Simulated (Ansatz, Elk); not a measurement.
# Bonding as seen by X-rays: Co2BiB2C

Structure refinements treat a crystal as free atoms side by side. For a made-up structure of Co2BiB2C (cell and positions from a PBEsol relaxation) the runs below show what the calculated density changes in F(hkl).

Method: DFT, PBE, all-electron APW+lo, Dirac cores, scalar-relativistic bands, static density, no spin, in Elk 11.2.3 (patched build).

The structure was built from a prototype and need not be the compound's stable phase.

### Step 1. The structure

Symmetry: I4/mmm, No. 139, tetragonal system. Conventional cell: a = 3.621 Å, b = 3.621 Å, c = 10.036 Å, α = 90.00°, β = 90.00°, γ = 90.00°. Nearest to Bi lie 4 C at 2.56 Å and 8 B at 2.98 Å. Co has 4 B at 2.06 Å nearest. C has 2 B at 1.53 Å and 4 Bi at 2.56 Å nearest. Nearest to B lie 1 C at 1.53 Å and 4 Co at 2.06 Å and 4 Bi at 2.98 Å. Farther neighbours are not listed.

As a file:

```cif
data_structure
_symmetry_space_group_name_H-M 'P 1'
_symmetry_Int_Tables_number 1
_cell_length_a 5.6335
_cell_length_b 5.6335
_cell_length_c 5.6335
_cell_angle_alpha 142.512
_cell_angle_beta 142.512
_cell_angle_gamma 54.058
_cell_volume 65.78
loop_
_atom_site_label
_atom_site_type_symbol
_atom_site_fract_x
_atom_site_fract_y
_atom_site_fract_z
_atom_site_occupancy
Bi1 Bi 0.50000 0.50000 0.00000 1
Co2 Co 0.25000 0.75000 0.50000 1
Co3 Co 0.75000 0.25000 0.50000 1
C4 C 0.00000 0.00000 0.00000 1
B5 B 0.84770 0.84770 0.00000 1
B6 B 0.15230 0.15230 0.00000 1
```

### Step 2. Ground state and structure factors

An all-electron density is needed, since X-rays see the cores too. Task 0 finds the density and task 195 Fourier-transforms it; tshift is off so that phases refer to the origin typed.

Contents of elk.in:

```
tasks
  0
  195

xctype
  20

spinpol
  .false.

rgkmax
  7.0

gmaxvr
  14.0

lmaxo
  7

lmaxapw
  8

swidth
  0.002

tshift
  .false.

ramdisk
  .false.

hmaxvr
  5.5

maxscl
  120

epspot
  1e-06

sppath
  './'

avec
  -3.42088386801 3.42088386801 9.48296857710
  3.42088386801 -3.42088386801 9.48296857710
  3.42088386801 3.42088386801 -9.48296857710

atoms
  4
  'Bi.in'
  1
  0.5000000000 0.5000000000 -0.0000000000   0.000000 0.000000 0.000000
  'Co.in'
  2
  0.2500000000 0.7500000000 0.5000000000   0.000000 0.000000 0.000000
  0.7500000000 0.2500000000 0.5000000000   0.000000 0.000000 0.000000
  'C.in'
  1
  -0.0000000000 -0.0000000000 -0.0000000000   0.000000 0.000000 0.000000
  'B.in'
  2
  0.8476952375 0.8476952375 -0.0000000000   0.000000 0.000000 0.000000
  0.1523047625 0.1523047625 -0.0000000000   0.000000 0.000000 0.000000

ngridk
  9 9 9
```

On the command line:

```
$ OMP_NUM_THREADS=4 elk
```

Numbers of over 12 decimals in the logs are rounded to 6 here.

The log of the run:

```text
┌─────────────────────────┐
│ Elk code version 11.2.3 │
└─────────────────────────┘

All units are atomic (Hartree, Bohr, etc.)

┌─────────────────────────────────────────────────┐
│ Ground-state run starting from atomic densities │
└─────────────────────────────────────────────────┘

Lattice vectors :
  -3.420883868       3.420883868       9.482968577
   3.420883868      -3.420883868       9.482968577
   3.420883868       3.420883868      -9.482968577

Reciprocal lattice vectors :
  0.3143273262E-16  0.9183570021      0.3312878903
  0.9183570021      0.3143273262E-16  0.3312878903
  0.9183570021      0.9183570021      0.1664520573E-17

Unit cell volume      :    443.8957274
Brillouin zone volume :   0.5588028857

Muffin-tin inner radius fraction :   0.1000000000E-01

Nuclei treated as point charges

Species : 1 (Bi)
 parameters loaded from : Bi.in
 name : bismuth
 nuclear charge    :   -83.00000000
 electronic charge :    83.00000000
 atomic mass :    380947.9285
 muffin-tin radius :    2.800000000
 number of radial points in muffin-tin :   1393
 inner part over the whole radius :   0.9976520004E-02
 number on inner part of muffin-tin    :   1001
 approximate nuclear radius :   0.1052171418E-03
 number of mesh points to nuclear radius :    526
 atomic positions (lattice), magnetic fields (Cartesian) :
  1 :   0.50000000  0.50000000  0.00000000    0.00000000  0.00000000  0.00000000

Species : 2 (Co)
 parameters loaded from : Co.in
 name : cobalt
 nuclear charge    :   -27.00000000
 electronic charge :    27.00000000
 atomic mass :    107428.6517
 muffin-tin radius :    2.393930181
 number of radial points in muffin-tin :    993
 inner part over the whole radius :   0.9848594772E-02
 number on inner part of muffin-tin    :    700
 approximate nuclear radius :   0.7243775530E-04
 number of mesh points to nuclear radius :    333
 atomic positions (lattice), magnetic fields (Cartesian) :
  1 :   0.25000000 -0.25000000  0.50000000    0.00000000  0.00000000  0.00000000
  2 :  -0.25000000  0.25000000  0.50000000    0.00000000  0.00000000  0.00000000

Species : 3 (C)
 parameters loaded from : C.in
 name : carbon
 nuclear charge    :   -6.000000000
 electronic charge :    6.000000000
 atomic mass :    21894.16674
 muffin-tin radius :    1.419301277
 number of radial points in muffin-tin :    593
 inner part over the whole radius :   0.9937079944E-02
 number on inner part of muffin-tin    :    403
 approximate nuclear radius :   0.4747601631E-04
 number of mesh points to nuclear radius :    168
 atomic positions (lattice), magnetic fields (Cartesian) :
  1 :   0.00000000  0.00000000  0.00000000    0.00000000  0.00000000  0.00000000

Species : 4 (B)
 parameters loaded from : B.in
 name : boron
 nuclear charge    :   -5.000000000
 electronic charge :    5.000000000
 atomic mass :    19707.24742
 muffin-tin radius :    1.419301277
 number of radial points in muffin-tin :    593
 inner part over the whole radius :   0.9988292794E-02
 number on inner part of muffin-tin    :    402
 approximate nuclear radius :   0.4534157419E-04
 number of mesh points to nuclear radius :    164
 atomic positions (lattice), magnetic fields (Cartesian) :
  1 :  -0.15230476 -0.15230476  0.00000000    0.00000000  0.00000000  0.00000000
  2 :   0.15230476  0.15230476  0.00000000    0.00000000  0.00000000  0.00000000

Total number of atoms per unit cell :    6
Total muffin-tin volume :    242.8155695
 ratio of muffin-tin to unit cell volume :   0.5470103777

Spin treatment :
 spin-unpolarised

Number of Bravais lattice symmetries :   16
Number of crystal symmetries         :   16
Crystal has inversion symmetry
Real symmetric eigensolver will be used

k-point grid :      9     9     9
k-point offset :    0.000000000       0.000000000       0.000000000
k-point set is reduced with full crystal symmetry group
Total number of k-points :       75

Muffin-tin radius times maximum |G+k| :    7.000000000
 using average radius
Maximum |G+k| for APW functions       :    3.545571169
[...]
from k-point 66 to k-point 4
Estimated direct band gap   :   0.1148266785E-01
 at k-point 54

Charges :
 core                        :    98.00000000
 valence                     :    55.00000000
 interstitial                :    7.756464460
 muffin-tins (core leakage)
  species : 1 (Bi)
[...]
species : 2 (Co)
[...]
species : 3 (C)
[...]
species : 4 (B)
[...]
total in muffin-tins        :    145.2435355
 total calculated charge     :    152.9964814
 total charge                :    153.0000000
 error                       :   0.3518638947E-02

RMS change in Kohn-Sham potential (target) :    2.736437987     (  0.1000000000E-05)
Absolute change in total energy (target)   :   0.8713852795     (  0.1000000000E-03)

[... loops 3 to 18 left out ...]

┌──────────────────┐
│ Loop number : 19 │
└──────────────────┘

Energies :
 Fermi                       :     0.347049
 sum of occupied eigenvalues :     -15011.043395521
 electron kinetic            :      28162.166201357
 core electron kinetic       :      27731.428643761
 Coulomb                     :     -52086.630590250
 Coulomb potential           :     -42478.729774647
 nuclear-nuclear             :     -2140.5595988947
 electron-nuclear            :     -57457.273149539
 Hartree                     :      7511.2021581841
 Madelung                    :     -30847.265702926
 xc potential                :     -694.47982223170
 exchange                    :     -523.48703125844
 correlation                 :     -8.276205
 electron entropic           :    -0.14944270932662E-02
 total energy                :     -24456.229119689

Density of states at Fermi energy :    108.2026866
 (states/Hartree/unit cell)

Estimated indirect band gap :   0.3869590393E-03
 from k-point 26 to k-point 5
Estimated direct band gap   :   0.3780377034E-02
 at k-point 52

Charges :
 core                        :    98.00000000
 valence                     :    55.00000000
 interstitial                :    8.060954311
 muffin-tins (core leakage)
  species : 1 (Bi)
[...]
species : 2 (Co)
[...]
species : 3 (C)
[...]
species : 4 (B)
[...]
total in muffin-tins        :    144.9390457
 total calculated charge     :    152.9962597
 total charge                :    153.0000000
 error                       :   0.3740346039E-02

RMS change in Kohn-Sham potential (target) :   0.7952834559E-06 (  0.1000000000E-05)
Absolute change in total energy (target)   :   0.1526652704E-04 (  0.1000000000E-03)

Convergence targets achieved

┌──────────────────┐
│ Loop number : 20 │
└──────────────────┘

Energies :
 Fermi                       :     0.347049
 sum of occupied eigenvalues :     -15011.043377254
 electron kinetic            :      28162.166188609
 core electron kinetic       :      27731.428652012
 Coulomb                     :     -52086.630561879
 Coulomb potential           :     -42478.729789888
 nuclear-nuclear             :     -2140.5595988947
 electron-nuclear            :     -57457.273076266
 Hartree                     :      7511.2021132814
 Madelung                    :     -30847.265666935
 xc potential                :     -694.47977597499
 exchange                    :     -523.48702824477
 correlation                 :     -8.276205
 electron entropic           :    -0.14944298233999E-02
 total energy                :     -24456.229101033

Density of states at Fermi energy :    108.2028854
 (states/Hartree/unit cell)

Estimated indirect band gap :   0.3869656353E-03
 from k-point 26 to k-point 5
Estimated direct band gap   :   0.3780433442E-02
 at k-point 52

Charges :
 core                        :    98.00000000
 valence                     :    55.00000000
 interstitial                :    8.060955678
 muffin-tins (core leakage)
  species : 1 (Bi)
[...]
species : 2 (Co)
[...]
species : 3 (C)
   atom 1                    :    4.213835289     (  0.1005219584E-03)
  species : 4 (B)
   atom 1                    :    3.157585604     (  0.9397171973E-03)
   atom 2                    :    3.157585604     (  0.9397171973E-03)
 total in muffin-tins        :    144.9390443
 total calculated charge     :    152.9962597
 total charge                :    153.0000000
 error                       :   0.3740346650E-02

┌──────────────────────────────┐
│ Self-consistent loop stopped │
└──────────────────────────────┘

Warning : core states of species 1 leak from the muffin-tin :   0.6810731785E-03

Warning : core states of species 2 leak from the muffin-tin :   0.5191990040E-03

Warning : core states of species 3 leak from the muffin-tin :   0.1005219584E-03

Warning : core states of species 4 leak from the muffin-tin :   0.9397171973E-03

Wrote STATE.OUT
```

Elapsed: 51 s, on 4 threads of INTEL XEON PLATINUM 8581C at 2.30GHz (Emerald Rapids), shared host; peak memory 0.24 GiB; 2.9 min of CPU time.

SFACRHO.OUT:

```text

h k l indices transformed by vhmat matrix:
   1.000000000       0.000000000       0.000000000    
   0.000000000       1.000000000       0.000000000    
   0.000000000       0.000000000       1.000000000    

      h      k      l  multipl.   |H|            Re(F)            Im(F)           |F|

      0      0      0      1   0.0000000       153.00000      0.99134294E-17   153.00000    
     -1     -1      1      2  0.66257578       30.615196     -0.63142980E-13   30.615196    
     -1      0      0      8  0.97628441      -65.772019      0.25026181E-13   65.772019    
      0      0      1      4   1.2987529       37.700824      0.63026966E-14   37.700824    
      2      2     -2      2   1.3251516       111.91617      0.62565453E-13   111.91617    
      1      2     -1      8   1.3531979      -71.638137      0.24641163E-13   71.638137    
      0      2     -1      8   1.4580006       111.17589      0.43507053E-13   111.17589    
     -1      1     -1      4   1.8367140       108.17063      0.36913974E-14   108.17063    
     -2     -2      3      8   1.8554746       26.967535     -0.68918252E-13   26.967535    
     -2     -3      3      8   1.8939829      -60.550083     -0.36961744E-13   60.550083    
      2      0      0      8   1.9525688       28.592494      0.48512289E-13   28.592494    
     -3     -3      3      2   1.9877273       33.243827      0.58137744E-13   33.243827    
     -1      0      2     16   2.0800600      -56.749779      0.18480872E-13   56.749779    
      3      1     -3      8   2.2648499       91.566308      0.74115998E-13   91.566308    
      3      0     -2     16   2.2813730      -60.557812      0.21561017E-13   60.557812    
      2      4     -3      8   2.3744092       95.016285     -0.45047126E-13   95.016285    
     -4     -3      3      8   2.4942356      -52.318356      0.15400727E-12   52.318356    
      0      0      2      4   2.5975059       91.595871     -0.53988279E-14   91.595871
```

Elk indexes on the primitive cell of elk.in and gives |H| = 4π sin θ/λ in inverse bohr. Below, one row stands for each form hkl of the conventional cell (m members, Friedel mates merged), F is for one primitive cell and the density is static (no thermal factor). Free-atom factors are Waasmaier and Kirfel's, and R is Σm||F|−|F'||/Σm|F|. Elk warned that it couldn't find a linearisation energy, which lowers the accuracy of some states in this run and its variants.

```csv
hkl,m,sin θ/λ (Å⁻¹),"abs F, DFT",neutral atoms,diff.
002,2,0.100,30.615,31.327,-0.712
101,8,0.147,65.772,66.397,-0.625
110,4,0.195,37.701,37.190,+0.511
004,2,0.199,111.916,111.886,+0.030
103,8,0.203,71.638,71.543,+0.096
112,8,0.219,111.176,111.106,+0.070
200,4,0.276,108.171,108.069,+0.102
114,8,0.279,26.968,26.630,+0.337
105,8,0.285,60.550,60.629,-0.079
202,8,0.294,28.593,28.251,+0.342
006,2,0.299,33.244,32.916,+0.328
211,16,0.313,56.750,56.870,-0.120
204,8,0.341,91.566,91.775,-0.209
213,16,0.343,60.558,60.642,-0.084
```

### Step 3. The highest occupied states alone

An energy window below the Fermi level keeps the highest occupied states, to see at which angles they scatter; shallow core shells can lie inside it and anion s states outside. No new self-consistency is needed.

elk.in, as its differences from that of step 2:

```diff
@@ -1,3 +1,2 @@
 tasks
-  0
   195
@@ -40,2 +39,5 @@
 
+wsfac
+  -0.020440 0.647050
+
 sppath
```

On the command line:

```
$ OMP_NUM_THREADS=4 elk
```

The log of the run:

```text
┌─────────────────────────────────┐
│ Elk code version 11.2.3 started │
└─────────────────────────────────┘

Info(readinput): the functional depends on the density's gradient
 muffin-tin radial points multiplied by    2.00000
 (not where nrmtscf is given)

┌────────────────────┐
│ Current task : 195 │
└────────────────────┘
Info(checkmt): changed muffin-tin radius of species 2 (Co) from   2.4000 to   2.3939
Info(checkmt): changed muffin-tin radius of species 3 (C) from   1.8000 to   1.4193
Info(checkmt): changed muffin-tin radius of species 4 (B) from   1.8000 to   1.4193

Warning(linengy): could not find 1 linearisation energies in s.c. loop 1

Info(sfacrho): density structure factors written to SFACRHO.OUT

 Energy window :  -0.2044000000E-01  0.6470500000

┌──────────────────┐
│ Elk code stopped │
└──────────────────┘
```

It took 6.6 s on 4 threads; peak memory 0.16 GiB.

States within 10 eV below the Fermi level hold 29.51 electrons; any levels below the window count with the cores, and a count that is not whole means the window cuts a band. Their amplitudes can exceed the total, where window and core parts have opposite phase:

```csv
hkl,sin θ/λ (Å⁻¹),"abs F, window","abs F, all"
002,0.100,12.739,30.615
101,0.147,2.778,65.772
110,0.195,6.556,37.701
004,0.199,10.106,111.916
103,0.203,0.550,71.638
112,0.219,9.657,111.176
200,0.276,8.216,108.171
114,0.279,6.544,26.968
105,0.285,0.874,60.550
202,0.294,6.043,28.593
```

(Continued in part 2 of 2.)

[Logs are printed without paths, hosts, clocks, repeated set-up lines and the standing remarks that a program may print on its own settings, such as how far it seeks lower states.]

[Hosts, paths, dates, database ids (printed as entryN), source tags and the programs' standing remarks are cut or masked in the printed files.]
